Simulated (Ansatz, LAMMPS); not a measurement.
# Electronic structure of liquid 59SiO2-7Al2O3-7FeO-10MgO-14CaO-3K2O (mol %) at 2300 K (82 atoms)

What does DFT give for liquid 59SiO2-7Al2O3-7FeO-10MgO-14CaO-3K2O (mol %) at 2300 K (82 atoms) as built?

Program: Ansatz 0.2.0. Level of theory: Kohn-Sham DFT, PBE, PAW (set soft_2), plane waves. Results are calculated unless marked as measured.

### 1. Set-up

The cell holds 82 atoms: 17 Si, 4 Al, 2 Fe, 3 Mg, 4 Ca, 2 K and 50 O. Its edges and angles: a = 10.936 Å, b = 10.936 Å, c = 10.936 Å, α = 90.0°, β = 90.0°, γ = 90.0°. 82 atoms (17 Si, 4 Al, 2 Fe, 3 Mg, 4 Ca, 2 K, 50 O) placed at random at 2.61 g/cm³, melted at 3000 K for 20 ps at fixed volume with the Buckingham and Coulomb pair potential of Guillot and Sator (Geochim. Cosmochim. Acta 71, 1249 (2007)) with the boron terms of Wang et al. (J. Non-Cryst. Solids 498, 294 (2018)). Snapshot at the end of a hold of 10 ps at 2300 K and zero pressure.

Limits known from the start: The starting topology of bonds comes from the classical model, and needn't be the one that DFT or experiment would give. Without a Hubbard term or exact exchange, open shells on Fe are likely too delocalised. Only the Γ point is sampled, in a cell whose shortest periodic width is 11 Å.

### 2. How the cell was made

A classical potential supplies the starting structure, since it reaches far longer times than DFT.

This step: classical MD, Buckingham and Coulomb pair potential of Guillot and Sator (Geochim. Cosmochim. Acta 71, 1249 (2007)) with the boron terms of Wang et al. (J. Non-Cryst. Solids 498, 294 (2018)) (LAMMPS 22 Jul 2025 - Update 4).

Contents of in.lmp:

```
# melt-quench of Si17Al4Fe2Mg3Ca4K2O50
units metal
atom_style charge
boundary p p p
region box block 0 10.4786 0 10.4786 0 10.4786
create_box 7 box
mass 1 28.0850   # Si
mass 2 26.9815   # Al
mass 3 55.8450   # Fe
mass 4 24.3050   # Mg
mass 5 40.0780   # Ca
mass 6 39.0983   # K
mass 7 15.9990   # O
create_atoms 1 random 17 337078 NULL overlap 1.5 maxtry 2000
create_atoms 2 random 4 337085 NULL overlap 1.5 maxtry 2000
create_atoms 3 random 2 337092 NULL overlap 1.5 maxtry 2000
create_atoms 4 random 3 337099 NULL overlap 1.5 maxtry 2000
create_atoms 5 random 4 337106 NULL overlap 1.5 maxtry 2000
create_atoms 6 random 2 337113 NULL overlap 1.5 maxtry 2000
create_atoms 7 random 50 337120 NULL overlap 1.5 maxtry 2000
pair_style buck/coul/long 9.0
pair_coeff * * 0.0 1.0 0.0
pair_coeff 1 7 50306.10 0.161 46.2978   # Si-O
pair_coeff 2 7 28538.42 0.172 34.5778   # Al-O
pair_coeff 3 7 13032.93 0.19 0   # Fe-O
pair_coeff 4 7 32652.64 0.178 27.281   # Mg-O
pair_coeff 5 7 155667.70 0.178 42.2597   # Ca-O
pair_coeff 6 7 2284.77 0.29 0   # K-O
pair_coeff 7 7 9022.79 0.265 85.0921   # O-O
set type 1 charge 1.89
set type 2 charge 1.4175
set type 3 charge 0.945
set type 4 charge 0.945
set type 5 charge 0.945
# [... 30 lines left out ...]
compute msd all msd com yes
thermo 2500
fix md all npt temp 2300 2300 0.1 iso 0 0 1
run 10000 post no
print "== T2300: mean square displacement over the hold $(c_msd[4]:%.2f) A^2"
unfix md
uncompute msd
write_dump all custom T2300.dump id type xs ys zs modify sort id
```

Launch:

```
lmp -in in.lmp -log none -nocite
```

Numbers of over 12 decimals in the logs are rounded to 6 here.

The program printed:

```text
LAMMPS (22 Jul 2025 - Update 4)
Created orthogonal box = (0 0 0) to (10.4786 10.4786 10.4786)
Created 17 atoms
Created 4 atoms
Created 2 atoms
Created 3 atoms
Created 4 atoms
Created 2 atoms
Created 50 atoms
PPPM initialization ...
  G vector (1/distance) = 0.32911064
  grid = 9 9 9
  estimated relative force accuracy = 5.7914363e-05
   Step          Time           Temp          PotEng         Press         Density
         0   0              0             -1.2000225      889318.37      2.6100095
        94   0.094          0             -9.573199      -26159.273      2.6100095
Loop time of 0.0578419 s on 1 MPI rank(s) for 94 steps with 82 atoms
Minimization stats:
[... 26 lines left out ...]
Loop time of 3.35499 s on 1 MPI rank(s) for 10000 steps with 82 atoms
   Step          Time           Temp          PotEng         Press         Density
[... 4 lines left out ...]
Loop time of 3.78918 s on 1 MPI rank(s) for 10000 steps with 82 atoms
   Step          Time           Temp          PotEng         Press         Density
[... 2 lines left out ...]
     45000   45             1789.0671     -9.3432007      18763.803      2.3995383
     47500   47.5           2070.0193     -9.3630843     -10536.543      2.5807538
     50000   50             2438.2342     -9.3248275     -14228.241      2.547284
     51000   51             2247.0286     -9.4163833     -14337.333      2.2960269
Loop time of 3.77623 s on 1 MPI rank(s) for 10000 steps with 82 atoms
== T2300: mean square displacement over the hold 9.95 A^2
```

Run time: 18 s. Hardware: 1 thread of Arm Neoverse V2, shared host; peak memory 0.078 GiB.

### 3. Plane-wave single point

The electrons are solved once, with the atoms held.

Contents of input.yaml:

```yaml
crystal:
  lattice:
    - [10.93599, 0.0, 0.0]
    - [0.0, 10.93599, 0.0]
    - [0.0, 0.0, 10.93599]
  atoms:
    - { symbol: Si, position: [0.31582, 0.1163, 0.16349] }
    - { symbol: Si, position: [0.33314, 0.01269, 0.69546] }
    - { symbol: Si, position: [0.30182, 0.43396, 0.83719] }
    - { symbol: Si, position: [0.815, 0.25862, 0.67121] }
    - { symbol: Si, position: [0.01175, 0.84374, 0.42098] }
    - { symbol: Si, position: [0.4858, 0.43338, 0.17526] }
    - { symbol: Si, position: [0.06467, 0.65534, 0.62493] }
    - { symbol: Si, position: [0.47904, 0.66849, 0.4635] }
    - { symbol: Si, position: [0.57159, 0.36119, 0.92701] }
    - { symbol: Si, position: [0.95727, 0.54671, 0.23075] }
    - { symbol: Si, position: [0.49172, 0.81149, 0.71545] }
    - { symbol: Si, position: [0.58761, 0.10143, 0.03184] }
    - { symbol: Si, position: [0.5935, 0.80762, 0.97521] }
    - { symbol: Si, position: [0.44081, 0.70819, 0.19577] }
    - { symbol: Si, position: [0.41775, 0.22749, 0.3972] }
    - { symbol: Si, position: [0.01048, 0.13498, 0.52021] }
    - { symbol: Si, position: [0.28843, 0.46798, 0.55075] }
    - { symbol: Al, position: [0.57107, 0.09881, 0.64003] }
    - { symbol: Al, position: [0.91009, 0.80748, 0.06346] }
    - { symbol: Al, position: [0.7961, 0.64814, 0.46781] }
    - { symbol: Al, position: [0.09065, 0.93335, 0.14161] }
    - { symbol: Fe, position: [0.12319, 0.87414, 0.79535], spin: 4.0 }
    - { symbol: Fe, position: [0.7627, 0.42911, 0.99585], spin: 4.0 }
    - { symbol: Mg, position: [0.17423, 0.70671, 0.00228] }
    - { symbol: Mg, position: [0.2925, 0.17155, 0.88908] }
    - { symbol: Mg, position: [0.68214, 0.50022, 0.64245] }
    - { symbol: Ca, position: [0.28626, 0.92764, 0.37576] }
    - { symbol: Ca, position: [0.73066, 0.00796, 0.33882] }
    - { symbol: Ca, position: [0.10886, 0.39811, 0.00681] }
    - { symbol: Ca, position: [0.169, 0.31414, 0.35795] }
    - { symbol: K, position: [0.8783, 0.12888, 0.96546] }
    - { symbol: K, position: [0.77814, 0.32859, 0.32488] }
    - { symbol: O, position: [0.89239, 0.43592, 0.1501] }
    - { symbol: O, position: [0.62061, 0.6307, 0.4517] }
    - { symbol: O, position: [0.03922, 0.84251, 0.01241] }
    - { symbol: O, position: [0.5745, 0.41667, 0.06477] }
    - { symbol: O, position: [0.37224, 0.88063, 0.77154] }
    - { symbol: O, position: [0.65844, 0.13831, 0.16359] }
    - { symbol: O, position: [0.87195, 0.30767, 0.79918] }
    - { symbol: O, position: [0.14417, 0.18651, 0.52216] }
    - { symbol: O, position: [0.2497, 0.54768, 0.92197] }
    - { symbol: O, position: [0.6154, 0.95772, 0.00964] }
    - { symbol: O, position: [0.49924, 0.75211, 0.06732] }
    - { symbol: O, position: [0.2468, 0.97433, 0.16944] }
    - { symbol: O, position: [0.92108, 0.15655, 0.63404] }
    - { symbol: O, position: [0.75779, 0.76908, 0.0191] }
    - { symbol: O, position: [0.4311, 0.12799, 0.70537] }
    - { symbol: O, position: [0.61018, 0.21365, 0.94429] }
    - { symbol: O, position: [0.35245, 0.39922, 0.13405] }
    - { symbol: O, position: [0.07583, 0.86866, 0.28948] }
    - { symbol: O, position: [0.00739, 0.98424, 0.46707] }
    - { symbol: O, position: [0.43113, 0.35114, 0.86816] }
    - { symbol: O, position: [0.346, 0.32155, 0.4988] }
    - { symbol: O, position: [0.38546, 0.54788, 0.46041] }
    - { symbol: O, position: [0.32033, 0.14816, 0.3018] }
    - { symbol: O, position: [0.96571, 0.68428, 0.16486] }
    - { symbol: O, position: [0.09578, 0.75566, 0.51906] }
    - { symbol: O, position: [0.28915, 0.71232, 0.16196] }
    - { symbol: O, position: [0.88608, 0.93572, 0.16191] }
    - { symbol: O, position: [0.87667, 0.78009, 0.40574] }
    - { symbol: O, position: [0.10026, 0.50208, 0.28475] }
    - { symbol: O, position: [0.44906, 0.10609, 0.0966] }
    - { symbol: O, position: [0.18912, 0.33549, 0.83295] }
    - { symbol: O, position: [0.32465, 0.99907, 0.55581] }
    - { symbol: O, position: [0.15313, 0.54153, 0.57783] }
    - { symbol: O, position: [0.44022, 0.75149, 0.33837] }
    - { symbol: O, position: [0.45376, 0.73003, 0.59144] }
    - { symbol: O, position: [0.34059, 0.49036, 0.69722] }
    - { symbol: O, position: [0.49306, 0.33494, 0.3112] }
    - { symbol: O, position: [0.91398, 0.63338, 0.59473] }
    - { symbol: O, position: [0.95816, 0.19717, 0.4007] }
    - { symbol: O, position: [0.58274, 0.75996, 0.82334] }
    - { symbol: O, position: [0.23145, 0.20245, 0.05864] }
    - { symbol: O, position: [0.65026, 0.44414, 0.82778] }
    - { symbol: O, position: [0.56672, 0.94279, 0.65547] }
    - { symbol: O, position: [0.50678, 0.57939, 0.20799] }
    - { symbol: O, position: [0.51659, 0.14916, 0.47935] }
    - { symbol: O, position: [0.76031, 0.37351, 0.57599] }
    - { symbol: O, position: [0.69973, 0.18089, 0.69246] }
    - { symbol: O, position: [0.8601, 0.57278, 0.34266] }
    - { symbol: O, position: [0.21557, 0.04806, 0.78264] }
    - { symbol: O, position: [0.07669, 0.68572, 0.76899] }
magnetization:
  spin_polarized: true
kpoints:
  mp_grid: { grid: [1, 1, 1] }
hamiltonian:
  xc: pbe
scf:
  occupations: { method: gaussian, width: 0.05 }
  lower_state_search: "off"
output:
  forces: true
  stress: true
  populations: intrinsic
  dos:
    method: { smearing: { sigma: 0.15 } }
    de: 0.1
    projected: { site_lists: { Al: [Al], Ca: [Ca], Fe: [Fe], K: [K], Mg: [Mg] } }
  eigenvalues: true
  write_density: true
  write_potential: true
  volumetric_format: npy
```

Launch:

```
ansatz run input.yaml --threads 8 --pin off --max-ram 15872MiB --backend cpu --events-out ev --progress --plain --runs-dir out
```

The program printed:

```text
Engine: ansatz 0.2.0, aarch64-unknown-linux-gnu
Pseudopotentials: kind: paw
Pseudopotential: Si, paw, valence charge 4, recommended cutoff 420 eV (normal), Si.paw.azcp
Pseudopotential: Al, paw, valence charge 3, recommended cutoff 420 eV (normal), Al.paw.azcp
Pseudopotential: Fe, paw, valence charge 16, recommended cutoff 420 eV (normal), Fe.paw.azcp
Pseudopotential: Mg, paw, valence charge 10, recommended cutoff 420 eV (normal), Mg.paw.azcp
Pseudopotential: Ca, paw, valence charge 10, recommended cutoff 420 eV (normal), Ca.paw.azcp
Pseudopotential: K, paw, valence charge 9, recommended cutoff 420 eV (normal), K.paw.azcp
Pseudopotential: O, paw, valence charge 6, recommended cutoff 420 eV (normal), O.paw.azcp
[... 5 lines on functional and potentials left out ...]
Crystal: 82 atoms, lattice volume = 1307.899 Å³
Basis set: ecut = 420 eV, 25533 PW (Γ), exchange–correlation on 150×150×150 points (8 copies of the dense FFT grid, shifted against one another)
Bands: 336, of which v1, the nominal top of the filled ones, is band 250 counted from 1 (249 counted from 0)
Symmetry: 1 space group operations
Space group: P1 (ITA 1), of the structure as read, at distance tolerance 1.1e-4 Å
Magnetic group: BNS 1.1 (UNI 1), of the structure as read, at distance tolerance 1.1e-4 Å
k-points: 1
[... 15 lines on functional and potentials left out ...]
Initial density: superposition of atomic densities (chi_scale 0.1, normalization cell, long waves 14 % of neutral atoms (reshape's long-wave potential 1.14 eV rms, cloud 2.69 Å wide))
Starting moments: Σ|m| = 8 μB on 2 of 82 sites
Initial wavefunctions: pseudopotential atomic-orbital guess
Functional: x = pbe(κ = 0.804, μ = 0.219515), c = pbe(β = 0.066725)
SCF iter   1: F=—  HF=-66563.166390 eV  |F-HF|=—  |Δ(HF+E_count)|=         —  Δρ=1.44e-1 (↑5.23e-2 ↓1.44e-1)  dr2=7.06e2  dr2_m=3.81e1  M=0.253 μB ∫|m|=1.226 μB  β_m=0.30  ethr=3.10e-3  ⟨swp⟩=8.5  Hψ=3311  notcnv=0  defer=99
preconditioner: auto → Resta (q_TF=auto, 2.324 Å⁻¹)  ε∞=3.8  [insulator: Δε(μ)=0.049 eV  Ē_g=12.607 eV  σ=0.050 eV  W_gap=0.51  n_scr=256 (ndim 8)  ℏωp=21.1 eV  f_vac=0.074  D(μ)=33.73/eV (n_scr^D=250)  ε∞_Penn≈3.8]
spin=Collinear: Resta preconditioning applied to the charge; magnetization (m = ρ↑ − ρ↓) channel mixes plain (no charge-response kernel on spin).
SCF iter   2: F=—  HF=-66535.588681 eV  |F-HF|=—  |Δ(HF+E_count)|=    2.76e1  Δρ=1.72e-1 (↑1.72e-1 ↓7.09e-2)  dr2=1.25e3  dr2_m=3.94e1  M=-0.305 μB ∫|m|=0.900 μB  β_m=0.30  ethr=3.10e-3  ⟨swp⟩=5.0  Hψ=1802  notcnv=0  defer=153
preconditioner: auto → Kerker (q_TF=auto, 2.324 Å⁻¹)  [metal: Δε(μ)=0.012 eV  Ē_g=12.823 eV  σ=0.050 eV  W_gap=0.14  n_scr=256 (ndim 8)  ℏωp=20.7 eV  f_vac=0.082  D(μ)=41.79/eV (n_scr^D=304)]
spin=Collinear: Kerker preconditioning applied to the charge; magnetization (m = ρ↑ − ρ↓) channel mixes plain (no charge-response kernel on spin).
SCF iter   3: F=—  HF=-66487.155568 eV  |F-HF|=—  |Δ(HF+E_count)|=    4.84e1  Δρ=9.74e-2 (↑3.58e-2 ↓9.74e-2)  dr2=3.08e2  dr2_m=2.30e1  M=2.322 μB ∫|m|=2.829 μB  β_m=0.30  ethr=3.10e-3  ⟨swp⟩=3.5  Hψ=1325  notcnv=0  defer=156
Mixer restart at iter 3: flushing history
spin-set hold released at iteration 3 (the charge has settled, or the pull on large starting moments outlasts its swing): the magnetisation degrees of freedom join the quasi-Newton model from the next iteration; the mixer history was flushed
SCF iter   4: F=—  HF=-66493.882663 eV  |F-HF|=—  |Δ(HF+E_count)|=    6.73e0  Δρ=6.82e-2 (↑6.82e-2 ↓6.31e-2)  dr2=2.69e2  dr2_m=2.62e0  M=7.436 μB ∫|m|=8.290 μB  β_m=0.25  ethr=3.10e-3  ⟨swp⟩=5.0  Hψ=1334  notcnv=0  defer=152
SCF iter   5: F=—  HF=-66477.127569 eV  |F-HF|=—  |Δ(HF+E_count)|=    1.68e1  Δρ=3.79e-2 (↑2.05e-2 ↓3.79e-2)  dr2=6.17e1  dr2_m=2.80e0  M=8.000 μB ∫|m|=8.164 μB  β_m=0.29  ethr=3.10e-3  ⟨swp⟩=3.5  Hψ=1309  notcnv=0  defer=155
[...]
SCF iter  52: F=—  HF=-66465.493638 eV  |F-HF|=—  |Δ(HF+E_count)|=   2.37e-8  Δρ=4.50e-6 (↑6.85e-7 ↓4.50e-6)  dr2=3.78e-7  dr2_m=5.62e-8  M=8.000 μB ∫|m|=8.243 μB  β_m=0.43  ethr=1.08e-10  ⟨swp⟩=2.0  Hψ=1001  notcnv=0  defer=157
SCF iter  53: F=—  HF=-66465.493638 eV  |F-HF|=—  |Δ(HF+E_count)|=   1.40e-7  Δρ=1.68e-5 (↑1.19e-6 ↓1.68e-5)  dr2=5.57e-6  dr2_m=7.63e-7  M=8.000 μB ∫|m|=8.242 μB  β_m=0.26  ethr=7.56e-11  ⟨swp⟩=2.0  Hψ=1015  notcnv=0  defer=157  recentre
SCF iter  54: F=-66465.493637 eV  HF=-66465.493638 eV  |F-HF|=6.54e-8  |Δ(HF+E_count)|=   1.27e-7  Δρ=2.09e-6 (↑4.72e-7 ↓2.09e-6)  dr2=9.73e-8  dr2_m=1.32e-8  M=8.000 μB ∫|m|=8.243 μB  ethr=2.00e-11  ⟨swp⟩=20.5  Hψ=6286  notcnv=0
SCF 1 converged in 54 iterations: F = -66465.493637 eV  dr2 = 9.73e-8
[...]
WARN: The input density's exchange-correlation potential varies sharply where the density is thin. Do not read a vacuum level from v_tot or v_xc, or from such a field of the output density. On a cell that repeats whose density bears no net charge and no dipole along the vacuum's axis use v_es (v_loc + v_h of the components); [...]
SCF converged after 54 iterations
Magnetization: 8.0000 μB (254.0000 up, 246.0000 down)
Absolute magnetization: 8.2446 μB (∫|ρ↑−ρ↓|, with the PAW one-centre terms)
Spin contamination: 0.0476 ħ² per cell (⟨S²⟩ above its minimum at these occupations)
Per-site moments (μB) at R_I (Å): [(-2.0088890305650022e-5, 0.640592), (0.00025258, 0.634121), (-3.688933632154074e-5, 0.675394), (0.000229857, 0.634458), (-2.0780151753521336e-6, [...]
Free energy (F): -66465.493637 eV
Harris-Foulkes:  -66465.493638 eV  (|F-HF|=6.54e-8)
Internal energy: -66465.468764 eV  (E = F + TS)
E sigma→0 (E₀):  -66465.481201 eV
Entropy (-TS):   -0.024874 eV (-0.303 meV/atom)
Fermi energy:    3.748336 eV
--- Per-component energies (eV) ---
  E_band       = -4579.548983
  E_kinetic    = 12199.031811
  E_local      = -45659.464653  (includes V_loc(G=0)·N_el)
  E_nonlocal   = 3866.247768
  E_hartree    = 17479.380730
  E_xc         = -5933.858288
  E_vxc        = -7054.802566  (∫ρ·V_xc dr)
  E_paw        = -27134.120061  (= ΣΔE_a)
  E_vpaw       = -2889.466287  (= ΣTr[D̂ρ^β])
  E_aug_tail   = 0.126766  (compensation charges beyond the density's cutoff)
  E_ewald      = -21282.812836
  E_smearing   = -0.024874  (= −TS)
  E_closure    = -0.000000  (closes the sum)
  Σ components = -66465.493637   (vs F -66465.493637, Δ=0.00e0)
--- Forces (eV/Å), atoms counted from 1 ---
  atom   1  Si    -1.60725937    -0.34759709    -7.82197007
  atom   2  Si     0.88644088     1.35301123     0.19062115
  atom   3  Si    -0.25391121     1.27838726    -1.39407687
  atom   4  Si     1.74023614     3.33316042    -0.06379871
  atom   5  Si    -1.24846394    -0.54259125    -0.03180688
  atom   6  Si    -5.48961040    -0.61572198     4.70075209
  atom   7  Si    -2.69070219    -1.42078603    -1.69217710
  atom   8  Si    -1.26249540    -2.21337447    -1.86484100
  atom   9  Si    -2.43439628    -1.43335902    -3.54876739
  atom  10  Si     1.71233488     1.56731352     2.26659667
  atom  11  Si     1.73708247     4.05404661    -2.44361702
  atom  12  Si     0.09771901    -0.13338698     6.87398722
  atom  13  Si     7.04569249     0.84989408    -0.36343312
  atom  14  Si    -6.09018143    -2.04571035    -2.01247136
[...]
atom  81  O     -1.22779717    -1.62766787     0.69136619
  atom  82  O      0.98359525     2.85777407     0.69397198
  max |Σ_I F_I| component: 1.76e-4 eV/Å
--- Stress (GPa, compression-positive) ---
       -4.472311       0.758518      -2.348037
        0.758524      -3.077724       1.611203
       -2.348032       1.611195      -4.943225
  P = ⅓ Tr σ = -4.1644 GPa (-41.644 kbar)
--- Band table (eV) ---
  k-point 0 ↑: bands = ["-85.9233", "-85.8718", "-72.4957", "-72.0417", [... 320 levels ...], "11.2829", "11.3491", "11.4272", "11.4676", "11.5392", "11.5646", "11.5874", "11.6682", "11.6986", "11.7293", "11.7740", "11.8751"]
  k-point 0 ↓: bands = ["-82.0891", "-82.0234", "-72.4956", "-72.0442", [... 320 levels ...], "11.3113", "11.3786", "11.4599", "11.4989", "11.5726", "11.5906", "11.6184", "11.6916", "11.7315", "11.7561", "11.8070", "11.9050"]
--- intrinsic populations: 82 sites ---
  site symbol       q [e]    m [muB]
     0     Si      2.3978    -0.0003
     1     Si      2.4154     0.0001
     2     Si      2.4186    -0.0004
[...]
81      O      6.9520     0.0903
  spilling = 0.000000 (of n_electrons = 500.000000)
```

Elapsed: 47 s, on 8 threads of Arm Neoverse V2, shared host; peak memory 2.7 GiB; 6 min of CPU time.

In the SCF lines HF is the Harris–Foulkes energy and dr2 the Hartree energy of the density residual, in eV; the loop may stop once dr2 is under the threshold and the program's other checks hold. Hψ counts applications of the Hamiltonian.

The program notes that the exchange-correlation potential is rough where the density is thin.

Numbers from this run:

```
free energy                             : -66465.4936 eV
free energy per atom                    : -810.5548 eV/atom
SCF cycles                              : 54
pressure                                : -4.164 GPa
r.m.s. force component                  : 2.019 eV/Å
longest force                           : 10.39 eV/Å
Fermi energy                            : 3.748 eV
levels partly filled by over 2 per cent : 3
total moment                            : 8 μB
absolute moment                         : 8.245 μB
```

Length of the force by element:

| element | coordination | atoms | mean length of the force (eV/Å) | spread | least | most |
| --- | --- | --- | --- | --- | --- | --- |
| Al | all | 4 | 4.94 | 3.31 | 1.53 | 10.4 |
| Ca | all | 4 | 1.86 | 0.617 | 1.21 | 2.62 |
| Fe | all | 2 | 1.65 | 0.920 | 0.734 | 2.57 |
| K | all | 2 | 0.388 | 0.128 | 0.260 | 0.516 |
| Mg | all | 3 | 2.15 | 0.231 | 1.88 | 2.45 |
| O | all | 50 | 2.51 | 1.43 | 0.456 | 9.35 |
| Si | all | 17 | 4.45 | 2.04 | 1.36 | 7.99 |

Intrinsic-atomic-orbital charges by element:

| element | coordination | atoms | mean charge (e) | spread | least | most |
| --- | --- | --- | --- | --- | --- | --- |
| Al | all | 4 | 1.24 | 0.0452 | 1.19 | 1.31 |
| Ca | all | 4 | 1.78 | 0.0191 | 1.75 | 1.80 |
| Fe | all | 2 | 1.07 | 0.0187 | 1.05 | 1.09 |
| K | all | 2 | 0.837 | 0.0126 | 0.824 | 0.850 |
| Mg | all | 3 | 1.63 | 0.0257 | 1.60 | 1.66 |
| O | all | 50 | -0.973 | 0.097 | -1.18 | -0.843 |
| Si | all | 17 | 1.64 | 0.0466 | 1.53 | 1.71 |

Magnetic moments by element:

| element | coordination | atoms | mean moment (μB) | spread | least | most |
| --- | --- | --- | --- | --- | --- | --- |
| Al | all | 4 | 0 | 0 | 0 | 1.0e-4 |
| Ca | all | 4 | 0 | 2.0e-4 | -2.0e-4 | 3.0e-4 |
| Fe | all | 2 | 3.18 | 0.0215 | 3.16 | 3.20 |
| K | all | 2 | 3.0e-4 | 4.0e-4 | -1.0e-4 | 7.0e-4 |
| Mg | all | 3 | -6.0e-4 | 0.0012 | -0.0023 | 5.0e-4 |
| O | all | 50 | 0.0143 | 0.0253 | -0.0013 | 0.109 |
| Si | all | 17 | -1.0e-4 | 7.0e-4 | -0.0029 | 8.0e-4 |

(Part 1 of 2 ends here.)

[Logs are printed without paths, hosts, clocks, repeated set-up lines and the standing remarks that a program may print on its own settings, such as how far it seeks lower states.]

[Hosts, paths, dates, database ids (printed as entryN), source tags and the programs' standing remarks are cut or masked in the printed files.]
